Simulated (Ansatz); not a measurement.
# Liquid pyrrole from a run at 300 K (150 atoms): atom by atom

The starting structure: 15 pyrrole placed at random, at 0.97 g/cm³; overlaps pushed apart, then 10 ps at 450 K with MMFF94 bonds, angles, torsions, charges and radii (Halgren, J. Comput. Chem. 17, 490 (1996)) in harmonic and 12-6 forms. Snapshot after 20 ps at 300 K and fixed volume.

Calculated values (Ansatz 0.2.0, Kohn-Sham DFT, LDA, PAW (set soft_2), plane waves; cutoff 420 eV, Γ point, gaussian smearing of 0.025 eV; density 0.970 g/cm³) for the frame at 57 fs of a trajectory (instantaneous temperature 256 K).

Cell vectors (Å):

```
11.988 0.000 0.000
0.000 11.988 0.000
0.000 0.000 11.988
```

Positions in Å, forces in eV/Å:

```tsv
atom	x	y	z	fx	fy	fz
C1	4.735	5.437	3.543	-1.059	0.826	0.955
C2	3.865	5.983	2.558	0.855	0.365	0.798
C3	3.150	6.989	3.206	-1.123	0.053	-2.195
N4	3.447	7.014	4.498	0.435	-0.379	1.345
C5	4.387	6.076	4.742	1.445	-1.503	0.030
H6	5.549	4.713	3.484	-0.193	-0.088	-0.268
H7	3.902	5.715	1.508	-0.230	0.196	-0.243
H8	2.409	7.689	2.776	0.305	-0.298	0.258
H9	2.948	7.539	5.250	0.186	0.064	-0.477
H10	4.817	5.764	5.723	-0.566	0.798	-0.455
C11	7.474	1.484	10.132	2.604	-0.117	-0.646
C12	7.856	2.851	10.106	-0.085	1.205	0.461
C13	9.229	2.936	9.803	-0.641	0.016	-0.409
N14	9.641	1.677	9.528	-0.788	0.075	1.043
C15	8.670	0.759	9.786	-1.182	-0.563	-0.136
H16	6.484	1.128	10.393	-0.064	-0.356	0.036
H17	7.160	3.721	10.338	0.909	-0.969	-0.183
H18	10.029	3.713	9.741	-1.017	-0.112	0.040
H19	10.547	1.546	9.090	0.633	-0.760	-0.109
H20	8.904	11.624	9.710	-0.421	1.706	0.011
C21	11.519	11.580	8.100	0.633	1.047	0.380
C22	0.020	0.939	7.804	-0.107	-2.063	0.948
C23	0.927	1.271	8.783	-1.236	-0.575	-0.110
N24	0.959	0.261	9.697	0.424	0.008	-0.816
C25	0.235	11.175	9.265	-1.447	0.522	-0.578
H26	10.629	11.150	7.566	1.127	-0.154	0.541
H27	11.767	1.601	6.997	-0.471	0.053	-0.599
H28	1.378	2.239	8.858	0.730	0.428	0.528
H29	1.623	0.260	10.468	0.272	-0.214	0.284
H30	0.194	10.250	9.887	-0.069	0.669	-0.573
C31	8.309	8.092	7.966	-0.459	2.016	-0.839
C32	8.236	9.158	8.892	0.633	-0.035	1.718
C33	8.721	8.693	10.137	-0.408	-0.792	-0.743
N34	9.062	7.366	9.903	-0.654	2.460	0.151
C35	8.861	7.057	8.641	0.082	-2.447	-2.443
H36	8.014	8.226	6.895	0.370	-0.554	0.821
H37	8.017	10.211	8.731	-0.452	-0.034	-0.233
H38	8.749	9.074	11.187	0.004	-0.080	-0.923
H39	9.495	6.771	10.547	0.907	-1.136	1.670
H40	9.151	6.088	8.159	-0.206	0.568	0.816
C41	11.179	1.454	0.638	-0.532	0.836	0.718
C42	0.520	1.886	0.842	0.090	0.478	0.887
C43	0.517	2.433	2.135	1.821	-0.506	-0.780
N44	11.287	2.310	2.673	-0.059	1.123	2.423
C45	10.438	1.822	1.779	0.200	-1.396	-1.798
H46	10.699	0.986	11.784	-0.010	-0.097	-0.606
H47	1.472	1.887	0.250	-0.997	-0.351	0.193
H48	1.424	2.636	2.704	-0.130	0.195	0.273
H49	11.088	2.502	3.697	0.029	0.044	-1.440
H50	9.378	1.724	1.931	-0.421	-0.101	0.256
C51	11.359	4.931	6.504	-0.059	-1.025	0.753
C52	11.428	5.787	5.423	-0.090	1.098	-0.604
C53	0.490	5.374	4.630	-1.046	0.026	-0.489
N54	1.001	4.244	5.167	0.673	0.758	-1.199
C55	0.360	3.984	6.304	-0.003	-1.624	2.165
H56	10.593	4.857	7.300	0.478	0.221	-0.324
H57	10.776	6.643	5.239	0.032	-0.064	-0.131
H58	0.678	5.559	3.581	0.414	0.543	-0.170
H59	1.813	3.841	4.684	-0.029	-0.595	0.805
H60	0.624	3.128	6.980	-0.028	0.859	-0.787
C61	3.791	9.861	6.638	-1.517	0.759	-1.193
C62	2.451	9.382	6.446	0.653	-1.047	1.263
C63	2.370	8.128	7.045	-1.006	-0.203	-0.229
N64	3.584	7.823	7.486	2.581	0.445	0.561
C65	4.491	8.854	7.220	0.336	-1.633	1.867
H66	4.046	10.870	6.273	0.408	-0.419	0.214
H67	1.573	9.823	6.053	-0.685	0.958	-0.660
H68	1.550	7.387	7.210	0.342	0.744	-0.340
H69	3.919	7.011	8.036	-0.450	-0.082	-0.229
H70	5.493	8.697	7.719	-0.755	0.551	-0.883
C71	3.624	11.119	0.261	0.044	-0.625	-0.941
C72	3.871	0.335	11.517	-0.736	-0.646	1.644
C73	3.859	0.037	10.185	0.123	0.415	0.645
N74	3.643	10.716	10.059	0.322	-1.072	1.203
C75	3.556	10.100	11.269	-0.409	0.670	1.621
H76	3.481	11.042	1.369	0.373	-0.112	-0.996
H77	3.933	1.269	0.070	0.220	0.532	-0.342
H78	3.954	0.688	9.358	0.134	0.586	-1.047
H79	3.579	10.200	9.216	0.079	-0.569	-1.613
H80	3.469	8.996	11.411	-0.101	0.839	-0.415
C81	9.680	6.315	2.323	-1.521	-0.650	-1.160
C82	9.141	6.055	1.014	2.539	-0.873	-0.840
C83	7.891	6.544	0.937	-2.006	0.287	-1.471
N84	7.549	7.019	2.168	-0.327	-0.366	-0.652
C85	8.585	6.823	2.981	1.333	0.478	0.552
H86	10.678	6.113	2.700	-0.104	-0.135	0.145
H87	9.646	5.495	0.165	-0.336	0.659	0.930
H88	7.242	6.571	11.984	0.552	0.000	1.533
H89	6.718	7.550	2.467	0.029	-0.062	-0.324
H90	8.541	7.213	3.959	-0.082	0.425	1.325
C91	5.410	6.239	9.878	-1.467	0.151	1.825
C92	4.889	5.267	9.027	1.228	-0.769	-2.908
C93	3.527	5.053	9.253	0.727	0.570	0.603
N94	3.266	5.826	10.332	-0.972	-0.278	1.181
C95	4.355	6.446	10.758	0.886	1.940	0.709
H96	6.297	6.872	9.981	0.415	-0.667	-0.486
H97	5.559	4.840	8.229	-1.008	0.123	0.396
H98	2.658	4.586	8.804	0.312	-0.533	-0.469
H99	2.397	5.854	10.891	0.016	-0.124	-0.592
H100	4.310	7.106	11.644	0.021	-0.278	-0.336
C101	6.656	9.841	1.361	-3.250	-0.235	-0.499
C102	5.902	9.615	2.616	1.060	1.029	-0.911
C103	6.827	9.959	3.582	-1.189	-1.276	2.269
N104	8.033	10.173	3.047	0.507	1.575	1.927
C105	7.884	10.292	1.700	1.781	-0.826	-0.382
H106	6.151	9.741	0.322	1.106	0.284	1.596
H107	4.824	9.431	2.809	0.645	-0.039	-0.353
H108	6.728	10.025	4.716	-0.078	-0.287	-1.399
H109	8.801	10.401	3.773	-0.465	-0.189	-2.117
H110	8.765	10.524	1.103	-0.085	-0.003	-0.202
C111	11.060	9.701	4.635	-1.194	0.307	0.730
C112	11.809	9.008	3.653	-0.375	2.623	0.438
C113	0.187	10.024	2.798	1.364	-0.788	-2.472
N114	11.681	11.199	3.167	-1.265	1.260	0.890
C115	10.906	11.064	4.300	-0.121	-0.464	0.885
H116	10.577	9.275	5.527	0.170	-0.053	-0.199
H117	0.125	7.996	3.596	0.161	-1.085	0.118
H118	0.712	10.007	1.794	-0.292	-0.201	1.166
H119	11.820	0.089	2.658	-0.066	-0.105	-0.166
H120	10.255	11.888	4.852	1.616	-1.436	-1.280
C121	7.965	1.678	4.875	-0.154	0.398	1.859
C122	8.245	3.061	4.846	-0.833	-1.337	2.445
C123	8.099	3.550	6.153	0.021	-1.673	-0.942
N124	7.771	2.471	6.969	0.319	1.840	-0.652
C125	7.671	1.377	6.231	0.526	-0.462	-2.808
H126	7.992	1.026	4.002	-0.184	-0.259	0.169
H127	8.470	3.480	3.927	0.572	1.767	-1.607
H128	8.197	4.542	6.522	0.137	0.769	0.471
H129	7.725	2.530	8.001	-0.167	-0.048	0.017
H130	7.343	0.429	6.553	-0.301	-1.062	0.967
C131	0.126	6.218	10.355	0.614	1.149	-0.119
C132	0.325	7.293	11.250	-0.365	-0.217	2.533
C133	0.510	6.756	0.583	-0.119	0.535	-1.760
N134	0.576	5.421	0.406	-0.309	-1.517	-0.466
C135	0.339	5.079	11.025	0.894	-2.317	3.605
H136	11.978	6.195	9.294	-0.138	0.469	-0.823
H137	0.262	8.368	11.164	-0.210	0.266	-0.623
H138	0.497	7.238	1.605	0.177	-0.433	-1.227
H139	0.678	4.695	1.173	-0.167	0.714	-1.026
H140	0.524	3.988	10.807	-0.584	1.111	-0.199
C141	2.684	1.163	5.053	-0.011	-0.587	0.557
C142	3.150	0.634	3.802	0.230	2.199	1.333
C143	4.308	1.329	3.558	1.007	-0.700	-0.757
N144	4.652	2.104	4.639	0.835	-0.469	-1.035
C145	3.720	1.960	5.589	-2.564	-0.453	-0.523
H146	1.681	0.973	5.530	1.092	-0.012	-0.222
H147	2.735	11.927	3.105	-0.663	-0.438	-0.315
H148	4.910	1.188	2.631	0.061	0.359	0.884
H149	5.595	2.510	4.772	-0.378	-0.121	-0.121
H150	3.628	2.555	6.488	0.431	0.185	0.249
```

The network of contacts between molecules at the start is that of the classical potential that made the cell. The functional has no dispersion term, which matters for the binding between molecules or layers, where LDA binds through overlap of densities alone. The density was typed from a rule of thumb and may lie off the real one at this temperature. Only the Γ point is sampled, in a cell whose shortest periodic width is 12 Å.

The r.m.s. force component is 0.951 eV/Å; the longest force, 4.38 eV/Å, acts on C135. The energy lies 5.6 meV/atom above that of the first step of this run.

[Logs are printed without paths, hosts, clocks, repeated set-up lines and the standing remarks that a program may print on its own settings, such as how far it seeks lower states.]

[Hosts, paths, dates, database ids (printed as entryN), source tags and the programs' standing remarks are cut or masked in the printed files.]

[The MMFF94 radii named for the starting cell were scaled by 0.96; in molecules described by MMFF94, hydrogen bound to N, O or S took a small fixed 12-6 site in their place.]
